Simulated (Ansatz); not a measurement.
# How well the gap of H6PbCNCl3 (Pm) can be computed, part 2 of 2

The study climbs from cheap functionals to G0W0 on H6PbCNCl3 (Pm) and then asks what each convergence step is worth.

Ansatz 0.2.0; density functionals, hybrids, G0W0, plane waves, PAW. Known limits of the many-body steps: not at the basis limit; no spin-orbit coupling; coarse k mesh.

So far. Step 10 (G0W0, 2×2×2 mesh, 892 empty bands, screening to 160 eV): Against the run with 2×2×2 mesh, 414 empty bands, screening to 96 eV, the gap moves by +0.15 eV. Step 11 (G0W0@HSE06, 2×2×2 mesh, 414 empty bands, screening to …): Against the run with 2×2×2 mesh, 414 empty bands, screening to 96 eV on r2SCAN, the gap moves by +0.21 eV, while the start moved by +0.46 eV.

In doubt: masses and optical values from hybrid runs of this build are listed as unsure (step 11), which bears on the screening that GW takes from such a start.

### 12. G0W0@r2SCAN, 2×2×2 mesh, 414 empty bands, screening to 96 eV, plasmon pole

A plasmon pole stands in for the full frequency dependence of the screening; this run shows what that costs in accuracy.

This step: G0W0 on r2SCAN, plane waves, PAW.

Contents of input.yaml:

```yaml
crystal:
  lattice:
    - [5.752832, 0.0, 0.0]
    - [0.0, 5.764671, 0.0]
    - [-0.002604, 0.0, 5.855201]
  atoms:
    - { symbol: H, position: [0.879476, 0.5, 0.790423] }
    - { symbol: H, position: [0.813252, 0.344072, 0.047387] }
    - { symbol: H, position: [0.813252, 0.655928, 0.047387] }
    - { symbol: H, position: [0.229661, 0.354316, 0.978538] }
    - { symbol: H, position: [0.229661, 0.645684, 0.978538] }
    - { symbol: H, position: [0.170957, 0.5, 0.216412] }
    - { symbol: Pb, position: [0.473988, 0.0, 0.483874] }
    - { symbol: C, position: [0.894268, 0.5, 0.976848] }
    - { symbol: "N", position: [0.144932, 0.5, 0.040731] }
    - { symbol: Cl, position: [0.427891, 0.0, 0.975558] }
    - { symbol: Cl, position: [0.429192, 0.5, 0.520036] }
    - { symbol: Cl, position: [0.971826, 0.0, 0.43966] }
kpoints:
  mp_grid: { grid: [2, 2, 2] }
hamiltonian:
  xc: r2scan
scf:
  occupations: { method: fixed }
gw:
  n_empty_bands: 414
  ecut_chi: 96
  qp_bands: [v4, c4]
  qp_kpoints: band_edges
  screening: { model: godby_needs }
```

Started as:

```sh
$ ansatz run input.yaml --threads 3 --pin off --max-ram 92160MiB --backend cuda --events-out ev --progress --plain --runs-dir out --devices 1 --max-vram 13GiB
```

Elapsed: 14 s, on 1 × NVIDIA H100 80GB HBM3 (shared by 6 runs) with 3 threads of AMD EPYC 7R13 (Zen 3), shared host; peak memory 1.9 GiB; 29 s of CPU time.

This step gave:

| Property | Result |
| --- | --- |
| bands summed | 439 |
| plasmon-pole fit frequency | 18.84 eV |
| RPA ε∞ on this mesh (eigenvalues) | 3.934, 4.155, 4.539 |
| plane waves in the screening matrix | 437 |
| G0W0 gap on the mesh | 4.151 eV |
| k of the valence top | -0.5, -0.5, -0.5 |
| k of the conduction bottom | -0.5, -0.5, -0.5 |
| starting gap on the mesh | 2.915 eV |
| least direct G0W0 gap on the computed points | 4.151 eV |

Against the run with 2×2×2 mesh, 414 empty bands, screening to 96 eV, the gap moves by −0.014 eV.

### 13. G0W0@r2SCAN, 2×2×2 mesh, 414 empty bands, screening to 96 eV, hard PAW files

Other atomic data (hard PAW) test the pseudisation: the cutoff goes from 500 to 1000 eV and the valence electrons from 50 to 58, which opens shells that were frozen.

input.yaml: that of step 12 with these lines changed.

```diff
@@ -22,2 +22,3 @@
   xc: r2scan
+  pseudopotentials: { kind: paw, source: ansatz }
 scf:
@@ -29,2 +30,2 @@
   qp_kpoints: band_edges
-  screening: { model: godby_needs }
+  screening: { model: contour_deformation }
```

Wall time 26 s (1 × NVIDIA H100 80GB HBM3 (shared by 6 runs) with 3 threads); peak memory 3 GiB.

This step gave:

```
bands summed                                 : 443
RPA ε∞ on this mesh (eigenvalues)            : 3.921, 4.140, 4.522
plane waves in the screening matrix          : 437
G0W0 gap on the mesh                         : 4.136 eV
k of the valence top                         : -0.5, -0.5, -0.5
k of the conduction bottom                   : -0.5, -0.5, -0.5
starting gap on the mesh                     : 2.925 eV
least direct G0W0 gap on the computed points : 4.136 eV
```

Against the run with 2×2×2 mesh, 414 empty bands, screening to 96 eV, the gap moves by −0.03 eV.

### 14. G0W0@LDA, 2×2×2 mesh, 414 empty bands, screening to 96 eV

This step: G0W0 on LDA, plane waves, PAW.

input.yaml: that of step 13 with these lines changed.

```diff
@@ -21,4 +21,3 @@
 hamiltonian:
-  xc: r2scan
-  pseudopotentials: { kind: paw, source: ansatz }
+  xc: lda
 scf:
```

Elapsed: 11 s, on 1 × NVIDIA H100 80GB HBM3 (shared by 6 runs) with 3 threads; peak memory 1.5 GiB; 19 s of CPU time.

This step gave:

- bands summed: 439
- RPA ε∞ on this mesh (eigenvalues): 5.096, 5.485, 6.181
- plane waves in the screening matrix: 437
- G0W0 gap on the mesh: 3.719 eV
- k of the valence top: -0.5, -0.5, -0.5
- k of the conduction bottom: -0.5, -0.5, -0.5
- starting gap on the mesh: 2.306 eV
- least direct G0W0 gap on the computed points: 3.719 eV

Against the run with 2×2×2 mesh, 414 empty bands, screening to 96 eV on HSE06, the gap moves by −0.65 eV, while the start moved by −1.07 eV.

### 15. The ladder

Times are wall times on 1 × NVIDIA H100 80GB HBM3 (shared by 6 runs) with 3 threads of AMD EPYC 7R13 (Zen 3), shared host, good to a factor of about two. G0W0 rows are gaps on the mesh, lowered by the amount that the mesh misses the start's edges, a rough step that assumes the same correction there.

```tsv
level	gap (eV)	least direct gap (eV)	time
r2SCAN	2.94	2.95	6.6 s
LDA	2.37	2.38	4.3 s
r2SCAN+SOC	1.71	1.72	16 s
HSE06	3.32	3.33	42 s
PBE0	3.98	3.99	45 s
G0W0@r2SCAN (146 empty bands)	4.04	-	18 s
G0W0@r2SCAN (414 empty bands)	4.17	-	25 s
G0W0@r2SCAN (892 empty bands)	4.32	-	25 s
G0W0@HSE06 (414 empty bands)	4.32	-	43 s
G0W0@r2SCAN (414 empty bands, plasmon pole)	4.15	-	14 s
G0W0@r2SCAN (414 empty bands, hard PAW)	4.14	-	26 s
G0W0@LDA (414 empty bands)	3.72	-	11 s
```

### 16. Adding up the best estimate

```tsv
term	eV	running total (eV)
G0W0 on the mesh, top rung	4.316	4.316
to the limit, by a line in one over the bands through the two top rungs	+0.139	4.455
spin-orbit change, from r2SCAN	−1.234	3.220
```

Changes that are not added in, each against a run with equal bands and cutoff:

```tsv
change	eV
start HSE06	+0.21
plasmon pole in place of full frequency	−0.01
hard PAW files	−0.03
start LDA	−0.45
```

### 17. Outcome

* r2SCAN gap: 2.94 eV, indirect (only 6 meV under the direct gap)
* HSE06: 3.32 eV
* PBE0: 3.98 eV
* G0W0, top rung on the mesh: 4.32 eV
* best estimate, G0W0@r2SCAN with spin-orbit change: 3.22 eV
* GW settings of the top rung: 2×2×2 mesh, 892 empty bands, screening to 160 eV
* known limits: one-shot GW, static lattice; one k mesh, untested; coarse k mesh

In words: The best estimate for G0W0@r2SCAN is 3.22 eV, indirect (only 13 meV under the direct gap) by r2SCAN+SOC, against 1.71 eV at the start (both with spin-orbit coupling). The pair of rungs below gives a limit −0.21 eV away. Of the changes left open the largest, −0.45 eV, comes from starting at LDA. Among the functionals PBE0 comes nearest: −0.47 eV from the estimate without its spin-orbit term (4.45 eV). The RPA ε∞ on the GW mesh averages 4.2 against 3.4 from perturbation theory, which takes a denser mesh of its own: the GW mesh overstates the screening, which tends to leave the correction low. A spin-orbit term this large, taken from DFT and added afterwards, is rough: it also changes the screening and the orbitals that GW builds on. All runs took 6.1 min, 44 % of it in G0W0. The 2×2×2 mesh is coarse for this cell (its supercell is 12 Å along the shortest edge). The RPA ε∞ on it, from the r2SCAN start, is 3.93, 4.15 and 4.53; such meshes misread the long-range screening, most where the gap is narrow.

[Paths, hosts, dates, memory and timing lines, banners, echoed tables and standing remarks are left out of the program output.]

[Logs are printed without paths, hosts, clocks, repeated set-up lines and the standing remarks that a program may print on its own settings, such as how far it seeks lower states.]

[Runs of the session that timed out or met a known fault of the program may be left out.]

[Cells called generated may have been cut or substituted from an entry of the Crystallography Open Database or the Materials Project.]

[Hosts, paths, dates, database ids (printed as entryN), source tags and the programs' standing remarks are cut or masked in the printed files.]
